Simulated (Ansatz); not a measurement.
# Ge wire along [111], 26 atoms a period, H-terminated: bands by functional

Aim: is the Ge wire along [111], 26 atoms a period, H-terminated a metal or a semiconductor?

Main program and level: Ansatz 0.2.0; DFT PBE, plane waves, PAW; relaxation of a wire's period; PAW set soft_1, in the first sound run; inputs show where later runs differ.

### 1. Starting point

The cell holds 56 atoms: 26 Ge and 30 H. Its edges and angles: a = 17.493 Å, b = 16.796 Å, c = 9.977 Å, α = 90.0°, β = 90.0°, γ = 90.0°. Vacuum lies along a and b. The structure's axis is c.

### 2. Relaxing the period

Band widths follow the bond lengths, so the wire is relaxed first. The atoms and the third cell vector are free; the box across stays fixed as vacuum. A Fermi-Dirac smearing is set since the result may be a metal. The pressure printed is a third of the stress's trace over the whole box, vacuum included; only the stress along the axis is relaxed.

input.yaml reads:

```yaml
crystal:
  lattice:
    - [17.493, 0.0, 0.0]
    - [0.0, 16.796, 0.0]
    - [0.0, 0.0, 9.9766126516]
  atoms:
    - { symbol: Ge, position: [0.383593563, 0.43000073, 0.0] }
    - { symbol: Ge, position: [0.500009703, 0.640006995, 0.0] }
    - { symbol: Ge, position: [0.383593563, 0.43000073, 0.25] }
    - { symbol: Ge, position: [0.500009703, 0.640006995, 0.25] }
    - { symbol: Ge, position: [0.616425842, 0.43000073, 0.25] }
    - { symbol: H, position: [0.310779599, 0.613788608, 0.281211434] }
    - { symbol: H, position: [0.500009703, 0.272431238, 0.281211434] }
    - { symbol: H, position: [0.689239806, 0.613788608, 0.281211434] }
    - { symbol: H, position: [0.310779599, 0.386217028, 0.302121899] }
    - { symbol: H, position: [0.500009703, 0.727574398, 0.302121899] }
    - { symbol: H, position: [0.689239806, 0.386217028, 0.302121899] }
    - { symbol: Ge, position: [0.383593563, 0.570004907, 0.333333333] }
    - { symbol: Ge, position: [0.500009703, 0.359998641, 0.333333333] }
    - { symbol: Ge, position: [0.616425842, 0.570004907, 0.333333333] }
    - { symbol: Ge, position: [0.383593563, 0.570004907, 0.583333333] }
    - { symbol: Ge, position: [0.500009703, 0.359998641, 0.583333333] }
    - { symbol: Ge, position: [0.616425842, 0.570004907, 0.583333333] }
    - { symbol: H, position: [0.19436346, 0.54378652, 0.614544767] }
    - { symbol: H, position: [0.267177423, 0.412435415, 0.614544767] }
    - { symbol: H, position: [0.310779599, 0.333780255, 0.614544767] }
    - { symbol: H, position: [0.310779599, 0.753792785, 0.614544767] }
    - { symbol: H, position: [0.383593563, 0.20242915, 0.614544767] }
    - { symbol: H, position: [0.456407527, 0.753792785, 0.614544767] }
    - { symbol: H, position: [0.543611878, 0.753792785, 0.614544767] }
    - { symbol: H, position: [0.616425842, 0.20242915, 0.614544767] }
    - { symbol: H, position: [0.689239806, 0.753792785, 0.614544767] }
    - { symbol: H, position: [0.689239806, 0.333780255, 0.614544767] }
    - { symbol: H, position: [0.732841982, 0.412435415, 0.614544767] }
    - { symbol: H, position: [0.805655945, 0.54378652, 0.614544767] }
    - { symbol: Ge, position: [0.267177423, 0.500002818, 0.666666667] }
    - { symbol: Ge, position: [0.383593563, 0.289996553, 0.666666667] }
    - { symbol: Ge, position: [0.383593563, 0.710009083, 0.666666667] }
    - { symbol: Ge, position: [0.500009703, 0.500002818, 0.666666667] }
    - { symbol: Ge, position: [0.616425842, 0.710009083, 0.666666667] }
    - { symbol: Ge, position: [0.616425842, 0.289996553, 0.666666667] }
    - { symbol: Ge, position: [0.732841982, 0.500002818, 0.666666667] }
    - { symbol: Ge, position: [0.267177423, 0.500002818, 0.916666667] }
    - { symbol: Ge, position: [0.383593563, 0.289996553, 0.916666667] }
    - { symbol: Ge, position: [0.383593563, 0.710009083, 0.916666667] }
    - { symbol: Ge, position: [0.500009703, 0.500002818, 0.916666667] }
    - { symbol: Ge, position: [0.616425842, 0.710009083, 0.916666667] }
    - { symbol: Ge, position: [0.616425842, 0.289996553, 0.916666667] }
    - { symbol: Ge, position: [0.732841982, 0.500002818, 0.916666667] }
    - { symbol: H, position: [0.19436346, 0.456219117, 0.968788566] }
    - { symbol: H, position: [0.267177423, 0.587570221, 0.968788566] }
    - { symbol: H, position: [0.310779599, 0.246212851, 0.968788566] }
    - { symbol: H, position: [0.310779599, 0.666225382, 0.968788566] }
    - { symbol: H, position: [0.383593563, 0.797576487, 0.968788566] }
    - { symbol: H, position: [0.456407527, 0.246212851, 0.968788566] }
    - { symbol: H, position: [0.543611878, 0.246212851, 0.968788566] }
    - { symbol: H, position: [0.616425842, 0.797576487, 0.968788566] }
    - { symbol: H, position: [0.689239806, 0.666225382, 0.968788566] }
    - { symbol: H, position: [0.689239806, 0.246212851, 0.968788566] }
    - { symbol: H, position: [0.732841982, 0.587570221, 0.968788566] }
    - { symbol: H, position: [0.805655945, 0.456219117, 0.968788566] }
    - { symbol: Ge, position: [0.616425842, 0.43000073, 0.0] }
kpoints:
  mp_grid: { grid: [1, 1, 9] }
scf:
  occupations: { method: fermi_dirac, width: 0.05 }
hamiltonian:
  xc: pbe
  pseudopotentials: { kind: paw, azcp: { folder: soft_1 } }
relax:
  cell: { fix: [a, b, alpha, beta, gamma] }
  max_steps: 45
  f_tol: 0.03
```

Started as:

```sh
$ ansatz run input.yaml --threads 4 --pin off --max-ram 16384MiB --backend cpu --events-out ev --progress --plain --runs-dir out
```

Numbers of over 12 decimals in the logs are rounded to 6 here.

The log of the run:

```text
Engine: ansatz 0.2.0, aarch64-unknown-linux-gnu
Pseudopotentials: kind: paw
Pseudopotential: Ge, paw, valence charge 14, recommended cutoff 420 eV (normal), soft_1/Ge.paw.azcp
Pseudopotential: H, paw, valence charge 1, recommended cutoff 420 eV (normal), soft_1/H.paw.azcp
Functional definition: PBE
  parameter kappa = 0.804
  parameter beta = 0.066725
  exchange = pbe_x(kappa = kappa, mu = beta*pi^2/3)
  correlation = pbe_c(beta = beta)
Crystal: 56 atoms, lattice volume = 2931.253 Å³
Basis set: ecut = 420 eV, 57331 PW (Γ), exchange–correlation on 240×240×144 points (8 copies of the dense FFT grid, shifted against one another)
Bands: 253, of which v1, the nominal top of the filled ones, is band 197 counted from 1 (196 counted from 0)
Symmetry: 4 space group operations
Space group: P2/m (ITA 10), of the structure as read, at distance tolerance 1.4e-4 Å
k-points: 5 of 9
Non-local potential: Ge, projectors of the file, l = 0: 2, l = 1: 2, l = 2: 3, l = 3: 1
Non-local potential: H, projectors of the file, l = 0: 2, l = 1: 1
PAW form: soft (Blöchl's): semilocal exchange-correlation on the pseudo side does not see the compensation charge
PAW one-centre angular grid: Ge, 590 points (default); XC on 64 Gauss nodes
PAW one-centre angular grid: H, 110 points (default); XC on 64 Gauss nodes
Initial density: superposition of atomic densities (neutral atoms: chi_scale 0, normalization atom)
Initial wavefunctions: pseudopotential atomic-orbital guess
Functional: x = pbe(κ = 0.804, μ = 0.219515), c = pbe(β = 0.066725)
SCF iter   1: F=—  HF=-112145.557900 eV  |F-HF|=—  |Δ(HF+E_count)|=         —  Δρ=3.18e-2  dr2=2.50e1  ethr=3.10e-3  ⟨swp⟩=6.6  Hψ=5099  notcnv=0  defer=64
preconditioner: auto → Resta (q_TF=auto, 1.953 Å⁻¹)  ε∞=1.7  [insulator: Δε(μ)=2.223 eV  Ē_g=9.548 eV  σ=0.050 eV  W_gap=1.00  n_scr=370 (ndim 8)  ℏωp=7.9 eV  f_vac=0.635  D(μ)=0.00/eV (n_scr^D=0)  ε∞_Penn≈1.7  vacuum switching on, ρ_ref=6.6e-3 e/Å³]
SCF iter   2: F=—  HF=-112139.811537 eV  |F-HF|=—  |Δ(HF+E_count)|=    5.75e0  Δρ=1.39e-2  dr2=5.55e0  ethr=3.10e-3  ⟨swp⟩=3.0  Hψ=1762  notcnv=0  defer=242
SCF iter   3: F=—  HF=-112138.628259 eV  |F-HF|=—  |Δ(HF+E_count)|=    1.18e0  Δρ=2.97e-3  dr2=1.33e0  ethr=1.41e-3  ⟨swp⟩=3.4  Hψ=1444  notcnv=0  defer=242
SCF iter   4: F=—  HF=-112138.383456 eV  |F-HF|=—  |Δ(HF+E_count)|=   2.45e-1  Δρ=1.18e-3  dr2=5.39e-2  ethr=3.37e-4  ⟨swp⟩=3.2  Hψ=1684  notcnv=0  defer=244
SCF iter   5: F=—  HF=-112138.388032 eV  |F-HF|=—  |Δ(HF+E_count)|=   4.58e-3  Δρ=4.48e-4  dr2=4.14e-3  ethr=1.37e-5  ⟨swp⟩=2.0  Hψ=2038  notcnv=0  defer=244
SCF iter   6: F=—  HF=-112138.391329 eV  |F-HF|=—  |Δ(HF+E_count)|=   3.30e-3  Δρ=1.03e-4  dr2=4.31e-4  ethr=1.05e-6  ⟨swp⟩=2.0  Hψ=2006  notcnv=0  defer=244
SCF iter   7: F=—  HF=-112138.391516 eV  |F-HF|=—  |Δ(HF+E_count)|=   1.87e-4  Δρ=2.75e-5  dr2=3.62e-5  ethr=1.09e-7  ⟨swp⟩=2.0  Hψ=2006  notcnv=0  defer=244
SCF iter   8: F=—  HF=-112138.391886 eV  |F-HF|=—  |Δ(HF+E_count)|=   3.70e-4  Δρ=1.28e-5  dr2=1.01e-5  ethr=9.20e-9  ⟨swp⟩=2.0  Hψ=2250  notcnv=0  defer=244
SCF iter   9: F=—  HF=-112138.391891 eV  |F-HF|=—  |Δ(HF+E_count)|=   5.45e-6  Δρ=4.02e-6  dr2=5.54e-7  ethr=2.57e-9  ⟨swp⟩=2.0  Hψ=2006  notcnv=0  defer=244
SCF iter  10: F=-112138.391892 eV  HF=-112138.391892 eV  |F-HF|=8.35e-8  |Δ(HF+E_count)|=   9.96e-7  Δρ=1.02e-6  dr2=3.64e-8  ethr=2.54e-11  ⟨swp⟩=4.6  Hψ=3593  notcnv=0
SCF 1 converged in 10 iterations: F = -112138.391892 eV  dr2 = 3.64e-8
  greatest PAW one-centre occupation: 0.998 electrons in one spin orbital (limit 2), on the Ge atom at site 40 (counted from 0), in its partial waves of l = 2
relax step   1: F+E_penalty+E_count = -112138.39189241 eV  Δ(F+E_penalty+E_count) = +0.000e0 eV  max|allowed force component| = 4.578e-1 eV/Å  Δτ_max = 0.0000 Å  P = -0.287 GPa  Ω = 2931.253 Å³  fix = [a, b, alpha, beta, gamma]  reactions: a -0.214, b -0.214 GPa; alpha -0.000 GPa/rad  (10 SCF iters, dr2 threshold 1.00e-7 eV, accepted)
Crystal: 56 atoms, lattice volume = 2926.607 Å³
Basis set: ecut = 420 eV, 57243 PW (Γ), exchange–correlation on 240×240×144 points (8 copies of the dense FFT grid, shifted against one another)
Initial density: handed on by an earlier stage of this run
Initial wavefunctions: those handed on with the density
iter 1 solved again at ethr=3.78e-4 eV; its pass at ethr=3.10e-3 eV (dr2=1.49e0 eV) is discarded
SCF iter   1: F=—  HF=-112139.197268 eV  |F-HF|=—  |Δ(HF+E_count)|=         —  Δρ=9.86e-3  dr2=1.50e0  ethr=3.78e-4  ⟨swp⟩=5.2  Hψ=5749  notcnv=0
preconditioner: auto → Resta (q_TF=auto, 1.953 Å⁻¹)  ε∞=1.8  [insulator: Δε(μ)=2.060 eV  Ē_g=9.139 eV  σ=0.050 eV  W_gap=1.00  n_scr=370 (ndim 8)  ℏωp=7.9 eV  f_vac=0.670  D(μ)=0.00/eV (n_scr^D=0)  ε∞_Penn≈1.8  vacuum switching on, ρ_ref=6.1e-3 e/Å³]
SCF iter   2: F=—  HF=-112138.999151 eV  |F-HF|=—  |Δ(HF+E_count)|=   1.98e-1  Δρ=4.77e-3  dr2=3.50e-1  ethr=3.78e-4  ⟨swp⟩=4.4  Hψ=1963  notcnv=0
SCF iter   3: F=—  HF=-112139.006901 eV  |F-HF|=—  |Δ(HF+E_count)|=   7.75e-3  Δρ=1.26e-3  dr2=2.20e-1  ethr=8.89e-5  ⟨swp⟩=4.6  Hψ=2054  notcnv=0  defer=97
SCF iter   4: F=—  HF=-112138.963582 eV  |F-HF|=—  |Δ(HF+E_count)|=   4.33e-2  Δρ=2.09e-4  dr2=1.26e-3  ethr=5.58e-5  ⟨swp⟩=3.0  Hψ=1477  notcnv=0  defer=243
SCF iter   5: F=—  HF=-112138.964056 eV  |F-HF|=—  |Δ(HF+E_count)|=   4.73e-4  Δρ=8.00e-5  dr2=2.08e-4  ethr=3.19e-7  ⟨swp⟩=2.0  Hψ=2103  notcnv=0  defer=243
SCF iter   6: F=—  HF=-112138.964119 eV  |F-HF|=—  |Δ(HF+E_count)|=   6.33e-5  Δρ=1.94e-5  dr2=2.53e-5  ethr=5.28e-8  ⟨swp⟩=2.0  Hψ=2006  notcnv=0  defer=243
SCF iter   7: F=-112138.964120 eV  HF=-112138.964119 eV  |F-HF|=6.05e-7  |Δ(HF+E_count)|=   4.75e-7  Δρ=7.04e-6  dr2=2.35e-6  ethr=1.42e-9  ⟨swp⟩=5.0  Hψ=3721  notcnv=0
SCF 2 converged in 7 iterations: F = -112138.964120 eV  dr2 = 2.35e-6
  greatest PAW one-centre occupation: 0.998 electrons in one spin orbital (limit 2), on the Ge atom at site 41 (counted from 0), in its partial waves of l = 2
relax step   2: F+E_penalty+E_count = -112138.96411990 eV  Δ(F+E_penalty+E_count) = -5.722e-1 eV  max|allowed force component| = 4.952e-1 eV/Å  Δτ_max = 0.1948 Å  P = -0.065 GPa  Ω = 2926.607 Å³  energy of the carried Pulay correction = +6.467e-4 eV  fix = [a, b, alpha, beta, gamma]  reactions: a -0.032, b -0.032 GPa; alpha -0.000 GPa/rad  (7 SCF iters, dr2 threshold 5.60e-6 eV, accepted)
Crystal: 56 atoms, lattice volume = 2911.585 Å³
Basis set: ecut = 420 eV, 56955 PW (Γ), exchange–correlation on 240×240×144 points (8 copies of the dense FFT grid, shifted against one another)
[...]
E sigma→0 (E₀):  -112139.499881 eV
Fermi energy:    -1.291753 eV
--- Per-component energies (eV) ---
  E_band       = -7704.042099
  E_kinetic    = 2787.193484
  E_local      = -222170.802509  (includes V_loc(G=0)·N_el)
  E_nonlocal   = 5701.367286
  E_hartree    = 107818.743574
  E_xc         = -2107.949926
  E_vxc        = -2008.245195  (∫ρ·V_xc dr)
  E_paw        = -52392.399496  (= ΣΔE_a)
  E_vpaw       = -7651.011819  (= ΣTr[D̂ρ^β])
  E_aug_tail   = -0.027835  (compensation charges beyond the density's cutoff)
  E_ewald      = 48224.375539
  E_smearing   = -0.000000  (= −TS)
  E_closure    = -0.000000  (closes the sum)
  Σ components = -112139.499881   (vs F -112139.499881, Δ=0.00e0)
--- Forces (eV/Å), atoms counted from 1 ---
  atom   1  Ge     0.01756063     0.01015001    -0.00653359
  atom   2  Ge     0.00000000    -0.02027006    -0.00655851
  atom   3  Ge    -0.00460588    -0.00265480    -0.00809759
  atom   4  Ge    -0.00000000     0.00533005    -0.00810713
  atom   5  Ge     0.00460588    -0.00265480    -0.00809759
  atom   6  H     -0.00096090     0.00056133    -0.00605262
  atom   7  H      0.00000000    -0.00111269    -0.00605733
  atom   8  H      0.00096090     0.00056133    -0.00605262
  atom   9  H     -0.00096090    -0.00056133     0.00605262
  atom  10  H     -0.00000000     0.00111269     0.00605733
  atom  11  H      0.00096090    -0.00056133     0.00605262
  atom  12  Ge    -0.00460588     0.00265480     0.00809759
  atom  13  Ge    -0.00000000    -0.00533005     0.00810713
  atom  14  Ge     0.00460588     0.00265480     0.00809759
  atom  15  Ge     0.01756063    -0.01015001     0.00653359
  atom  16  Ge     0.00000000     0.02027006     0.00655851
  atom  17  Ge    -0.01756063    -0.01015001     0.00653359
  atom  18  H     -0.00718303     0.00277610     0.00191650
  atom  19  H     -0.00231765    -0.00798988    -0.00775266
  atom  20  H     -0.00809532     0.00198277    -0.00774965
  atom  21  H     -0.00599821     0.00482867     0.00192652
  atom  22  H     -0.00118294    -0.00760198     0.00192938
  atom  23  H      0.00576116     0.00600058    -0.00775377
  atom  24  H     -0.00576116     0.00600058    -0.00775377
  atom  25  H      0.00118294    -0.00760198     0.00192938
  atom  26  H      0.00599821     0.00482867     0.00192652
  atom  27  H      0.00809532     0.00198277    -0.00774965
  atom  28  H      0.00231765    -0.00798988    -0.00775266
  atom  29  H      0.00718303     0.00277610     0.00191650
  atom  30  Ge     0.00773144    -0.00167997    -0.00230417
  atom  31  Ge     0.00238965     0.00754423    -0.00231902
  atom  32  Ge     0.00532839    -0.00583994    -0.00230747
  atom  33  Ge     0.00000000     0.00001334     0.00643055
  atom  34  Ge    -0.00532839    -0.00583994    -0.00230747
  atom  35  Ge    -0.00238965     0.00754423    -0.00231902
  atom  36  Ge    -0.00773144    -0.00167997    -0.00230417
  atom  37  Ge     0.00773144     0.00167997     0.00230417
  atom  38  Ge     0.00532839     0.00583994     0.00230747
  atom  39  Ge     0.00238965    -0.00754423     0.00231902
  atom  40  Ge    -0.00000000    -0.00001334    -0.00643055
[...]
atom  45  H     -0.00231765     0.00798988     0.00775266
  atom  46  H     -0.00599821    -0.00482867    -0.00192652
  atom  47  H     -0.00809532    -0.00198277     0.00774965
  atom  48  H     -0.00118294     0.00760198    -0.00192938
  atom  49  H      0.00576116    -0.00600058     0.00775377
  atom  50  H     -0.00576116    -0.00600058     0.00775377
  atom  51  H      0.00118294     0.00760198    -0.00192938
  atom  52  H      0.00809532    -0.00198277     0.00774965
  atom  53  H      0.00599821    -0.00482867    -0.00192652
  atom  54  H      0.00231765     0.00798988     0.00775266
  atom  55  H      0.00718303    -0.00277610    -0.00191650
  atom  56  Ge    -0.01756063     0.01015001    -0.00653359
  max |Σ_I F_I| component: 5.20e-18 eV/Å
--- Stress (GPa, compression-positive) ---
        0.005113       0.000000       0.000000
        0.000000       0.004563       0.000062
        0.000000       0.000062       0.005692
  P = ⅓ Tr σ = 0.0051 GPa (0.051 kbar)
--- Relaxed structure (8 steps of the walk, 8 accepted, 1 SCFs on fresh bases) ---
  F+E_penalty+E_count = -112139.49988080 eV   max|allowed force component| = 2.027e-2 eV/Å   (the final SCF, on the basis selected at the relaxed cell)
  cell:  # Å, volume = 2902.0270 Å³
    - [17.493, 0.0, 0.0]
    - [0.0, 16.796, 0]
    - [0.0, 0, 9.877142]
  atoms:
    - { symbol: Ge, position: [0.383557, 0.429981, -0.00135707] }
    - { symbol: Ge, position: [0.500010, 0.640051, -0.00135697] }
    - { symbol: Ge, position: [0.385653, 0.431240, 0.248875] }
    - { symbol: Ge, position: [0.500010, 0.637530, 0.248876] }
    - { symbol: Ge, position: [0.614366, 0.431240, 0.248875] }
    - { symbol: H, position: [0.313266, 0.612293, 0.280955] }
    - { symbol: H, position: [0.500010, 0.275422, 0.280954] }
    - { symbol: H, position: [0.686753, 0.612293, 0.280955] }
    - { symbol: H, position: [0.313266, 0.387713, 0.302379] }
    - { symbol: H, position: [0.500010, 0.724584, 0.302379] }
    - { symbol: H, position: [0.686753, 0.387713, 0.302379] }
    - { symbol: Ge, position: [0.385653, 0.568766, 0.334459] }
    - { symbol: Ge, position: [0.500010, 0.362476, 0.334458] }
    - { symbol: Ge, position: [0.614366, 0.568766, 0.334459] }
    - { symbol: Ge, position: [0.383557, 0.570024, 0.584690] }
    - { symbol: Ge, position: [0.500010, 0.359954, 0.584690] }
    - { symbol: Ge, position: [0.616462, 0.570024, 0.584690] }
    - { symbol: H, position: [0.198420, 0.566450, 0.629309] }
    - { symbol: H, position: [0.249089, 0.429004, 0.598997] }
    - { symbol: H, position: [0.315516, 0.309182, 0.598989] }
    - { symbol: H, position: [0.293961, 0.738801, 0.629300] }
    - { symbol: H, position: [0.404465, 0.194753, 0.629312] }
    - { symbol: H, position: [0.433587, 0.761816, 0.598995] }
    - { symbol: H, position: [0.566433, 0.761816, 0.598995] }
    - { symbol: H, position: [0.595554, 0.194753, 0.629312] }
    - { symbol: H, position: [0.706059, 0.738801, 0.629300] }
    - { symbol: H, position: [0.684504, 0.309182, 0.598989] }
    - { symbol: H, position: [0.750931, 0.429004, 0.598997] }
    - { symbol: H, position: [0.801599, 0.566450, 0.629309] }
    - { symbol: Ge, position: [0.264490, 0.509635, 0.668758] }
    - { symbol: Ge, position: [0.390259, 0.282754, 0.668760] }
    - { symbol: Ge, position: [0.374237, 0.707615, 0.668757] }
    - { symbol: Ge, position: [0.500010, 0.500001, 0.666542] }
    - { symbol: Ge, position: [0.625783, 0.707615, 0.668757] }
    - { symbol: Ge, position: [0.609761, 0.282754, 0.668760] }
    - { symbol: Ge, position: [0.735530, 0.509635, 0.668758] }
    - { symbol: Ge, position: [0.264490, 0.490371, 0.914575] }
    - { symbol: Ge, position: [0.374237, 0.292391, 0.914576] }
    - { symbol: Ge, position: [0.390259, 0.717251, 0.914574] }
    - { symbol: Ge, position: [0.500010, 0.500004, 0.916791] }
    - { symbol: Ge, position: [0.609761, 0.717251, 0.914574] }
    - { symbol: Ge, position: [0.625783, 0.292391, 0.914576] }
    - { symbol: Ge, position: [0.735530, 0.490371, 0.914575] }
    - { symbol: H, position: [0.198420, 0.433556, 0.954025] }
    - { symbol: H, position: [0.249089, 0.571002, 0.984336] }
    - { symbol: H, position: [0.293961, 0.261204, 0.954033] }
    - { symbol: H, position: [0.315516, 0.690823, 0.984344] }
    - { symbol: H, position: [0.404465, 0.805253, 0.954021] }
    - { symbol: H, position: [0.433587, 0.238189, 0.984338] }
    - { symbol: H, position: [0.566433, 0.238189, 0.984338] }
    - { symbol: H, position: [0.595554, 0.805253, 0.954021] }
    - { symbol: H, position: [0.684504, 0.690823, 0.984344] }
    - { symbol: H, position: [0.706059, 0.261204, 0.954033] }
    - { symbol: H, position: [0.750931, 0.571002, 0.984336] }
    - { symbol: H, position: [0.801599, 0.433556, 0.954025] }
    - { symbol: Ge, position: [0.616462, 0.429981, -0.00135707] }
[key lines of the parts left out:]
SCF converged after 5 iterations
Free energy (F): -112139.499881 eV
```

Elapsed: 12 min, on 4 threads of Arm Neoverse V1, shared host; peak memory 12 GiB; 47 min of CPU time.

The steps of the relaxation:

| step | energy less that of the first step (eV) | largest force component (eV/Å) | pressure (GPa) | volume (Å³) |
| --- | --- | --- | --- | --- |
| 1 | 0.0000 | 0.4578 | -0.29 | 2931.25 |
| 2 | -0.5722 | 0.4952 | -0.07 | 2926.61 |
| 3 | -0.8808 | 0.1361 | -0.10 | 2911.59 |
| 4 | -1.0257 | 0.1174 | -0.05 | 2896.47 |
| 5 | -1.0877 | 0.0374 | -0.01 | 2899.39 |
| 6 | -1.1087 | 0.0115 | 0.01 | 2902.19 |
| 7 | -1.1112 | 0.0344 | -0.02 | 2903.12 |
| 8 | -1.1121 | 0.0203 | 0.01 | 2902.03 |
| 9* | -1.1080 | 0.0203 | 0.01 | 2902.03 |

Relaxation steps marked * repeat the geometry before them on a plane-wave basis chosen anew for their cell, so energy and pressure can jump there.

The run keeps the 4 symmetry operations that it works with, so distortions that break them were not tested.

| cell as run | before | after | change |
| --- | --- | --- | --- |
| c (Å) | 9.977 | 9.877 | -1.0 % |

The atoms that moved most (Å, along periodic axes as changes of fractional coordinates times the final cell, across vacuum about the mean position):

| atom | dx | dy | dz | length |
| --- | --- | --- | --- | --- |
| H20 | 0.083 | -0.413 | -0.154 | 0.449 |
| H27 | -0.083 | -0.413 | -0.154 | 0.449 |
| H47 | 0.083 | 0.413 | 0.154 | 0.449 |
| H52 | -0.083 | 0.413 | 0.154 | 0.449 |
| H28 | 0.316 | 0.278 | -0.154 | 0.448 |
| H19 | -0.316 | 0.278 | -0.154 | 0.448 |
| H54 | 0.316 | -0.278 | 0.154 | 0.448 |
| H45 | -0.316 | -0.278 | 0.154 | 0.448 |

Numbers from this step:

```yaml
cell_length_along_the_wire: 9.877 Å
```

The cell's length comes to 9.877 Å with spin left out.

(Part 1 of 2 ends here.)

[Logs are printed without paths, hosts, clocks, repeated set-up lines and the standing remarks that a program may print on its own settings, such as how far it seeks lower states.]

[Hosts, paths, dates, database ids (printed as entryN), source tags and the programs' standing remarks are cut or masked in the printed files.]
